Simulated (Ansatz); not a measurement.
# NO on Fe(100): change of the work function

Wanted: Δφ(θ) for NO/Fe(100), starting from the hollow site.

Program: Ansatz 0.2.0. Level of theory: plane-wave DFT, PBE, Ansatz PAW, in the first sound run; inputs show where later runs differ. Results are calculated unless marked as measured.

This is a report of a sequence of runs, with most program output left out.

## 1. The starting structure

The cell holds 5 atoms: 5 Fe. Its edges and angles: a = 2.870 Å, b = 2.870 Å, c = 23.740 Å, α = 90.0°, β = 90.0°, γ = 90.0°. Vacuum lies along c.

## 2. The clean slab

The bare slab comes first, as the zero from which every change is counted. The two lowest layers are held at bulk places and the upper ones relax. The dipole correction removes the false field that a one-sided slab makes across the periodic vacuum, so each face gets a flat vacuum level of its own.

input.yaml

```yaml
crystal:
  lattice:
    - [2.87, 0.0, 0.0]
    - [0.0, 2.87, 0.0]
    - [0.0, 0.0, 23.74]
  atoms:
    - { symbol: Fe, position: [0.0, 0.0, 0.3791069924], spin: 2.5 }
    - { symbol: Fe, position: [0.5, 0.5, 0.4395534962], spin: 2.5 }
    - { symbol: Fe, position: [0.0, 0.0, 0.5], spin: 2.5 }
    - { symbol: Fe, position: [0.5, 0.5, 0.5604465038], spin: 2.5 }
    - { symbol: Fe, position: [0.0, 0.0, 0.6208930076], spin: 2.5 }
magnetization:
  spin_polarized: true
kpoints:
  mp_grid: { grid: [10, 10, 1] }
hamiltonian:
  xc: pbe
scf:
  occupations: { method: fermi_dirac, width: 0.1 }
  convergence: { dr2_threshold: 1.0e-08 }
efield:
  axis: 3
  dipole_correction: true
  ramp_position: 0.97
  ramp_width: 0.06
relax:
  f_tol: 0.02
  max_steps: 60
  constraints: [{ sites: [0, 1] }]
output:
  write_potential: true
  write_density: true
  volumetric_format: npy
```

Launch:

```
ansatz run input.yaml --threads 4 --pin off --max-ram 12288MiB --backend cpu --events-out ev --progress --plain --runs-dir out
```

Wall time 35 s (4 threads of Intel Xeon 6975P-C (Granite Rapids), shared host); peak memory 0.86 GiB.

The steps of the relaxation:

| step | energy less that of the first step (eV) | largest force component (eV/Å) |
| --- | --- | --- |
| 1 | 0.0000 | 0.4526 |
| 2 | -0.0150 | 0.2499 |
| 3 | -0.0212 | 0.0174 |

The run keeps the 8 symmetry operations that it works with, so distortions that break them were not tested.

The atoms that moved most (Å):

| atom | dx | dy | dz | length |
| --- | --- | --- | --- | --- |
| Fe5 | 0.000 | 0.000 | -0.104 | 0.104 |
| Fe3 | 0.000 | 0.000 | -0.017 | 0.017 |
| Fe4 | 0.000 | 0.000 | -0.013 | 0.013 |

Final coordinates:

```cif
data_structure
_symmetry_space_group_name_H-M 'P 1'
_symmetry_Int_Tables_number 1
_cell_length_a 2.8700
_cell_length_b 2.8700
_cell_length_c 23.7400
_cell_angle_alpha 90.000
_cell_angle_beta 90.000
_cell_angle_gamma 90.000
_cell_volume 195.54
loop_
_atom_site_label
_atom_site_type_symbol
_atom_site_fract_x
_atom_site_fract_y
_atom_site_fract_z
_atom_site_occupancy
Fe1 Fe 0.00000 0.00000 0.37911 1
Fe2 Fe 0.50000 0.50000 0.43955 1
Fe3 Fe 0.00000 0.00000 0.49928 1
Fe4 Fe 0.50000 0.50000 0.55988 1
Fe5 Fe 0.00000 0.00000 0.61649 1
```

This step gave:

- energy at zero smearing: -22399.8095 eV
- total moment: 13.22 μB
- site moments: 2.971, 2.378, 2.503, 2.306, 2.918 μB
- work function, upper face: 3.856 eV
- work function, lower face: 3.830 eV
- dipole along the normal: -0.001173 e·Å
- step between the vacuum levels: 0.02577 eV

Running mean over 1.435 Å of the planar mean; the ramp of the sawtooth is left out. Electron's electrostatic potential energy less the Fermi level against z:

| z (Å) | electron's electrostatic potential energy less the Fermi level (eV) |
| --- | --- |
| 3.0 | 3.83 |
| 3.5 | 3.83 |
| 4.0 | 3.83 |
| 4.5 | 3.83 |
| 5.0 | 3.83 |
| 5.5 | 3.82 |
| 6.0 | 3.79 |
| 6.5 | 3.70 |
| 7.0 | 3.41 |
| 7.5 | 2.41 |
| 8.0 | -0.871 |
| 8.5 | -5.84 |
| 9.0 | -9.01 |
| 9.5 | -9.59 |
| 10.0 | -9.60 |
| 10.5 | -9.62 |
| 11.0 | -9.71 |
| 11.5 | -9.67 |
| 12.0 | -9.56 |
| 12.5 | -9.52 |
| 13.0 | -9.63 |
| 13.5 | -10.2 |
| 14.0 | -10.5 |
| 14.5 | -9.82 |
| 15.0 | -7.06 |
| 15.5 | -2.15 |
| 16.0 | 1.87 |
| 16.5 | 3.28 |
| 17.0 | 3.68 |
| 17.5 | 3.80 |
| 18.0 | 3.84 |
| 18.5 | 3.85 |
| 19.0 | 3.85 |
| 19.5 | 3.86 |
| 20.0 | 3.86 |
| 20.5 | 3.86 |

Site moment by atom:

| atom | site moment (μB) |
| --- | --- |
| Fe1 | 2.97 |
| Fe2 | 2.38 |
| Fe3 | 2.50 |
| Fe4 | 2.31 |
| Fe5 | 2.92 |

The relaxation took 3 steps and lowered the energy by 0.021 eV; the largest force on the free atoms ends at 0.017 eV/Å.

The work function of the upper face is 3.86 eV.

## 3. Adsorbate added, k-mesh 5×5×1, coverage 0.25 ML

System of this step: NO/Fe(100). The cell holds 22 atoms: 20 Fe, 1 N and 1 O. Cell: a = 5.740 Å, b = 5.740 Å, c = 25.316 Å, α = 90.0°, β = 90.0°, γ = 90.0°. Vacuum lies along c.

The clean slab as it ended is repeated in the plane and the adsorbate is set on one face; the cell's size fixes the coverage, and the k-mesh shrinks with it to keep the sampling density about even. Adsorbate and upper layers relax, since the dipole depends on the height.

input.yaml

```yaml
crystal:
  lattice:
    - [5.74, 0.0, 0.0]
    - [0.0, 5.74, 0.0]
    - [0.0, 0.0, 25.3155260767]
  atoms:
    - { symbol: Fe, position: [0.0, 0.0, 0.3555130544], spin: 2.97 }
    - { symbol: Fe, position: [0.25, 0.25, 0.4121976359], spin: 2.38 }
    - { symbol: Fe, position: [0.0, 0.0, 0.4682046933], spin: 2.5 }
    - { symbol: Fe, position: [0.25, 0.25, 0.5250364817], spin: 2.31 }
    - { symbol: Fe, position: [0.0, 0.0, 0.5781245087], spin: 2.92 }
    - { symbol: Fe, position: [0.0, 0.5, 0.3555130544], spin: 2.97 }
    - { symbol: Fe, position: [0.25, 0.75, 0.4121976359], spin: 2.38 }
    - { symbol: Fe, position: [0.0, 0.5, 0.4682046933], spin: 2.5 }
    - { symbol: Fe, position: [0.25, 0.75, 0.5250364817], spin: 2.31 }
    - { symbol: Fe, position: [0.0, 0.5, 0.5781245087], spin: 2.92 }
    - { symbol: Fe, position: [0.5, 0.0, 0.3555130544], spin: 2.97 }
    - { symbol: Fe, position: [0.75, 0.25, 0.4121976359], spin: 2.38 }
    - { symbol: Fe, position: [0.5, 0.0, 0.4682046933], spin: 2.5 }
    - { symbol: Fe, position: [0.75, 0.25, 0.5250364817], spin: 2.31 }
    - { symbol: Fe, position: [0.5, 0.0, 0.5781245087], spin: 2.92 }
    - { symbol: Fe, position: [0.5, 0.5, 0.3555130544], spin: 2.97 }
    - { symbol: Fe, position: [0.75, 0.75, 0.4121976359], spin: 2.38 }
    - { symbol: Fe, position: [0.5, 0.5, 0.4682046933], spin: 2.5 }
    - { symbol: Fe, position: [0.75, 0.75, 0.5250364817], spin: 2.31 }
    - { symbol: Fe, position: [0.5, 0.5, 0.5781245087], spin: 2.92 }
    - { symbol: "N", position: [0.25, 0.25, 0.597875234] }
    - { symbol: O, position: [0.25, 0.25, 0.6444869456] }
magnetization:
  spin_polarized: true
kpoints:
  mp_grid: { grid: [5, 5, 1] }
hamiltonian:
  xc: pbe
scf:
  occupations: { method: fermi_dirac, width: 0.1 }
  convergence: { dr2_threshold: 1.0e-08 }
efield:
  axis: 3
  dipole_correction: true
  ramp_position: 0.97
  ramp_width: 0.06
relax:
  f_tol: 0.02
  max_steps: 60
  constraints: [{ sites: [0, 1, 5, 6, 10, 11, 15, 16] }]
output:
  bader: true
  dos: { projected: true, e_range: [-8, 4] }
  write_potential: true
  write_density: true
  volumetric_format: npy
  elf: true
```

Elapsed: 13 min, on 4 threads; peak memory 5.1 GiB; 47 min of CPU time.

The steps of the relaxation:

| step | energy less that of the first step (eV) | largest force component (eV/Å) |
| --- | --- | --- |
| 1 | 0.0000 | 7.4061 |
| 2 | -0.4086 | 2.6886 |
| 3 | -0.5700 | 0.6905 |
| 4 | -0.6271 | 0.4810 |
| 5 | -0.7220 | 0.6249 |
| 6 | -0.7076 | 0.4355 |
| 7 | -0.7725 | 0.2214 |
| 8 | -0.7809 | 0.0612 |
| 9 | -0.7813 | 0.0120 |

Relaxation step 6 was tried and not accepted.

Forces are held to the 8 operations that the run works with; a distortion that breaks them can't arise in this run.

The atoms that moved most (Å):

| atom | dx | dy | dz | length |
| --- | --- | --- | --- | --- |
| O22 | 0.000 | 0.000 | 0.535 | 0.535 |
| N21 | 0.000 | 0.000 | 0.441 | 0.441 |
| Fe5 | 0.127 | 0.127 | 0.053 | 0.187 |
| Fe10 | 0.127 | -0.127 | 0.053 | 0.187 |
| Fe15 | -0.127 | 0.127 | 0.053 | 0.187 |
| Fe20 | -0.127 | -0.127 | 0.053 | 0.187 |
| Fe4 | 0.000 | 0.000 | -0.184 | 0.184 |
| Fe19 | 0.000 | 0.000 | 0.098 | 0.098 |

The relaxed structure:

```
Fe N O
1.0
     5.74000    0.00000    0.00000
     0.00000    5.74000    0.00000
     0.00000    0.00000   25.31553
Fe N O
20 1 1
Direct
  0.00000 0.00000 0.35551
  0.25000 0.25000 0.41220
  0.99500 0.99500 0.46857
  0.25000 0.25000 0.51779
  0.02212 0.02212 0.58023
  0.00000 0.50000 0.35551
  0.25000 0.75000 0.41220
  0.99500 0.50500 0.46857
  0.25000 0.75000 0.52545
  0.02212 0.47788 0.58023
  0.50000 0.00000 0.35551
  0.75000 0.25000 0.41220
  0.50500 0.99500 0.46857
  0.75000 0.25000 0.52545
  0.47788 0.02212 0.58023
  0.50000 0.50000 0.35551
  0.75000 0.75000 0.41220
  0.50500 0.50500 0.46857
  0.75000 0.75000 0.52890
  0.47788 0.47788 0.58023
  0.25000 0.25000 0.61528
  0.25000 0.25000 0.66561
```

Numbers from this step:

```yaml
energy_at_zero_smearing: -90549.5404 eV
total_moment: 50.66 μB
work_function_upper_face: 5.247 eV
work_function_lower_face: 3.849 eV
dipole_along_the_normal: -0.2544 e·Å
step_between_the_vacuum_levels: 1.397 eV
```

Running mean over 1.435 Å of the planar mean; the ramp of the sawtooth is left out. Table of electron's electrostatic potential energy less the Fermi level by z:

z (Å), electron's electrostatic potential energy less the Fermi level (eV) and a bar from the least value:
```
        4       3.85 ###########################
        5       3.85 ###########################
        6       3.81 ###########################
        7       3.42 ##########################
        8      -0.87 ##################
        9      -9.04 ##
       10      -9.59 
       11      -9.61 
       12      -9.72 
       13      -9.60 
       14      -9.81 
       15      -8.33 ###
       16       0.08 ####################
       17       3.25 ##########################
       18       5.01 ##############################
       19       5.24 ##############################
       20       5.25 ##############################
       21       5.25 ##############################
       22       5.25 ##############################
```

The density of states has structure finer than the step of the table below, so its rows give means over 0.5 eV, whole bins alone (the curve runs from -8 to 1.98 eV). Peaks (eV: height): total -3.31: 73.1, -1.41: 66.6, -1.32: 77.1, -1.26: 75.2, -1.14: 88.8, -0.96: 90.8, 1.35: 75.0; up -3.31: 60.0, -3.16: 52.1, -2.68: 44.9, -1.68: 41.2, -1.41: 47.3, -1.29: 50.7, -0.96: 69.8; down -1.71: 41.2, -1.14: 44.8, 0.24: 35.8, 1.35: 71.6, 1.50: 44.0, 1.77: 52.9, 1.92: 61.5.

Table of density of states by energy, zero at the Fermi level; means over each step; values in states/eV a cell:

| energy (eV) | total | up | down |
| --- | --- | --- | --- |
| -7.5 | 9.04 | 3.60 | 5.45 |
| -7.0 | 3.91 | 3.00 | 0.910 |
| -6.5 | 1.23 | 0.418 | 0.808 |
| -6.0 | 2.74 | 1.81 | 0.930 |
| -5.5 | 3.89 | 2.03 | 1.86 |
| -5.0 | 5.13 | 3.43 | 1.70 |
| -4.5 | 13.8 | 11.1 | 2.70 |
| -4.0 | 19.7 | 17.3 | 2.38 |
| -3.5 | 25.2 | 19.9 | 5.31 |
| -3.0 | 35.1 | 29.4 | 5.78 |
| -2.5 | 41.6 | 29.1 | 12.5 |
| -2.0 | 31.4 | 20.5 | 10.9 |
| -1.5 | 50.7 | 30.7 | 19.9 |
| -1.0 | 57.1 | 34.7 | 22.4 |
| -0.5 | 31.8 | 15.1 | 16.7 |
| 0.0 | 20.1 | 7.86 | 12.3 |
| 0.5 | 20.6 | 4.78 | 15.8 |
| 1.0 | 22.8 | 3.30 | 19.5 |
| 1.5 | 35.1 | 3.57 | 31.6 |

Projected DOS per atom over height of the atomic layer and energy from the Fermi level. Layers: Fe4 Fe4 Fe4 Fe4 Fe4 N O from below.

Ten even steps from '_' (0.0 states/eV) to '@' (4.9 states/eV), each cell a mean:
```
::--==--::____
----::----____
::......::____
--__..__::____
::........____
..------::____
--**++++==__..
--++++++==__--
==::::::==__..
==::::::--__..
++::::::--__..
--::----::____
::::..::::____
::........____
__......______
______________
______________
______________
______________
______________
__________@@**
__________..--
```
Columns: height of the atomic layer (Å) from 9 to 16.9 (not evenly spaced); rows upwards: energy from the Fermi level (eV) from -7.96 to 1.95.

Projected DOS per atom, spin up over height of the atomic layer and energy from the Fermi level. Layers: Fe4 Fe4 Fe4 Fe4 Fe4 N O from below.

Ten even steps from '0' (0.01 states/eV) to '9' (2.41 states/eV), each cell a mean:
```
0000000
0000010
0000010
0000011
0122100
1333100
2877400
4767501
6332700
7233601
8333601
6455500
5423300
3332200
1222000
0000000
0000000
0000000
0000000
0000000
0000096
0000012
```
Columns: height of the atomic layer (Å) from 9 to 16.9 (not evenly spaced); rows upwards: energy from the Fermi level (eV) from -7.96 to 1.95.

Projected DOS per atom, spin down over height of the atomic layer and energy from the Fermi level. Layers: Fe4 Fe4 Fe4 Fe4 Fe4 N O from below.

Values in states/eV, 22 rows by 7 columns, each cell a mean:
```
1.11 1.84 1.99 1.78 1.35 0.11 0.05
1.71 1.41 1.22 1.39 1.45 0.06 0.06
1.18 0.57 0.54 0.56 1.15 0.08 0.11
1.68 0.25 0.54 0.24 1.18 0.08 0.10
1.23 0.40 0.25 0.43 0.58 0.05 0.05
0.66 0.73 0.76 0.74 0.90 0.08 0.12
0.94 0.99 1.04 1.02 1.11 0.17 0.29
0.96 1.11 1.12 1.10 0.95 0.35 1.05
0.35 0.56 0.44 0.60 0.55 0.06 0.32
0.51 0.73 0.57 0.57 0.43 0.04 0.27
0.33 0.43 0.50 0.48 0.34 0.02 0.38
0.18 0.26 0.34 0.28 0.15 0.01 0.08
0.16 0.22 0.31 0.23 0.13 0.01 0.04
0.06 0.09 0.09 0.10 0.04 0.01 0.02
0.08 0.14 0.12 0.14 0.06 0.01 0.03
0.08 0.11 0.08 0.12 0.04 0.02 0.03
0.06 0.09 0.08 0.10 0.03 0.03 0.03
0.02 0.06 0.07 0.05 0.01 0.01 0.01
0.01 0.04 0.05 0.03 0.00 0.02 0.02
0.02 0.07 0.08 0.04 0.01 0.07 0.08
0.01 0.03 0.03 0.03 0.14 2.52 1.45
0.00 0.01 0.02 0.05 0.06 0.44 1.05
```
Columns: height of the atomic layer (Å) from 9 to 16.9 (not evenly spaced); rows upwards: energy from the Fermi level (eV) from -7.96 to 1.95.

Site moment by atom:

| atom | site moment (μB) |
| --- | --- |
| Fe1 | 2.96 |
| Fe2 | 2.43 |
| Fe3 | 2.41 |
| Fe4 | 2.22 |
| Fe5 | 2.48 |
| Fe6 | 2.96 |
| Fe7 | 2.38 |
| Fe8 | 2.41 |
| Fe9 | 2.42 |
| Fe10 | 2.48 |
| Fe11 | 2.96 |
| Fe12 | 2.38 |
| Fe13 | 2.41 |
| Fe14 | 2.42 |
| Fe15 | 2.48 |
| Fe16 | 2.96 |
| Fe17 | 2.33 |
| Fe18 | 2.41 |
| Fe19 | 2.40 |
| Fe20 | 2.48 |
| N21 | -0.11 |
| O22 | -0.13 |

Spin density in the ca plane at fractional y = 0.250, with atoms of Fe and N and O within 0.2 Å of it.

Ten even steps from '0' (-0.2 e/Å³) to '9' (5.0 e/Å³), each cell a mean:
```
00000000000000000000000000000000000000000000
00000000010000000100000000000000000000000000
00000000243100002520000000000000000000000000
00000001396100015951000000000000000000000000
00000000243100002420000000000000000000000000
00000000010000000100000000000000000000000000
00000000000000000000000000000000000000000000
00000000000000000000000000000000000000000000
00000000000000000000000000000000000000000000
00000000121000002200000000000000000000000000
00000000375100026620000000000000000000000000
00000000375100026620000000000000000000000000
00000000121000002200000000000000000000000000
00000000000000000000000000000000000000000000
00000000000000000000000000000000000000000000
```
Columns run along c (16.0 Å, from fractional 0.28 to 0.91 of the cell), rows up along a (5.7 Å). Atoms in or near the plane, at fractional coordinates: Fe at (0.41, 0.25), Fe at (0.52, 0.25), Fe at (0.41, 0.75), Fe at (0.53, 0.75), N at (0.62, 0.25), O at (0.67, 0.25).

ELF in the ca plane at fractional y = 0.250, with atoms of Fe and N and O within 0.2 Å of it. It is the smooth field of the valence electrons, not physical close to the nuclei.

Ten even steps from '0' (0.00) to '9' (0.85), each cell a mean:
```
33444222344432234433210000000000000000000000
34442222234322222444320000000000000000000000
45422575224226752244321000000000000000000000
45423797323138972244321000000000000000000000
45422575224226752244321000000000000000000000
34442222234322222444320000000000000000000000
33444222344432234433210000000000000000000000
23344333443443344323310134210000000000000000
33443212244322223335642588520000000000000000
44432454234234422248976899730000000000000000
45422797323258841168458679841000000000000000
45423797323258841168458679841000000000000000
44432454234234422248976899730000000000000000
33443211244321123335642588520000000000000000
23344333443443344323210134210000000000000000
```
Columns run along c (16.0 Å, from fractional 0.32 to 0.96 of the cell), rows up along a (5.7 Å). Atoms in or near the plane, at fractional coordinates: Fe at (0.41, 0.25), Fe at (0.52, 0.25), Fe at (0.41, 0.75), Fe at (0.53, 0.75), N at (0.62, 0.25), O at (0.67, 0.25).

Valence density in the ca plane at fractional y = 0.250, with atoms of Fe and N and O within 0.2 Å of it. It is the smooth field of the valence electrons, not physical close to the nuclei.

Ten steps, logarithmic in the rise over the least value, from '0' (0 e/Å³) to '9' (28 e/Å³), each cell a mean:
```
00000111111111111111111000000000000000000000
00000111243211113431110000000000000000000000
00000012687411136873110000000000000000000000
00000013799511148984100000000000000000000000
00000012687411136863110000000000000000000000
00000111343211113431110000000000000000000000
00000111111111111111111000000000000000000000
00000111111111111111111100000000000000000000
00000111122111112211112211111000000000000000
00000012465311146631123433443100000000000000
00000013798511269962124555665200000000000000
00000013798511269962124555665200000000000000
00000012465311136631123433443100000000000000
00000111121111112211112211111000000000000000
00000111111111111111111100000000000000000000
```
Columns run along c (16.0 Å, from fractional 0.28 to 0.91 of the cell), rows up along a (5.7 Å). Atoms in or near the plane, at fractional coordinates: Fe at (0.41, 0.25), Fe at (0.52, 0.25), Fe at (0.41, 0.75), Fe at (0.53, 0.75), N at (0.62, 0.25), O at (0.67, 0.25).

The relaxation took 9 steps and lowered the energy by 0.78 eV; the largest force on the free atoms ends at 0.012 eV/Å.

By hand: a sheet of dipoles makes a step −p/(ε₀A) in the electron's potential. With e/ε₀ = 180.95 V·Å, p = -0.2544 e·Å and A = 32.95 Å², that is −180.95 × (-0.2544) / 32.95 = +1.397 eV, and the two vacuum levels of the run differ by +1.397 eV.

The covered face has 5.25 eV, +1.39 eV against the clean one; the bare back face has moved by +0.02 eV, a measure of how thin the slab is.

(Continued in part 2 of 3.)

[Logs are printed without paths, hosts, clocks, repeated set-up lines and the standing remarks that a program may print on its own settings, such as how far it seeks lower states.]

[Hosts, paths, dates, database ids (printed as entryN), source tags and the programs' standing remarks are cut or masked in the printed files.]

[Maps of the electrostatic potential energy from Ansatz leave out the sawtooth potential of an applied field or a dipole correction, so their vacuum need not be flat; planar profiles and work functions include it.]

[The density of states shown here was stored with 400 of the rows of the run's finer table, so its peaks can read low, often by over a quarter, or be missed, and its means over a window can be off by a tenth or more.]
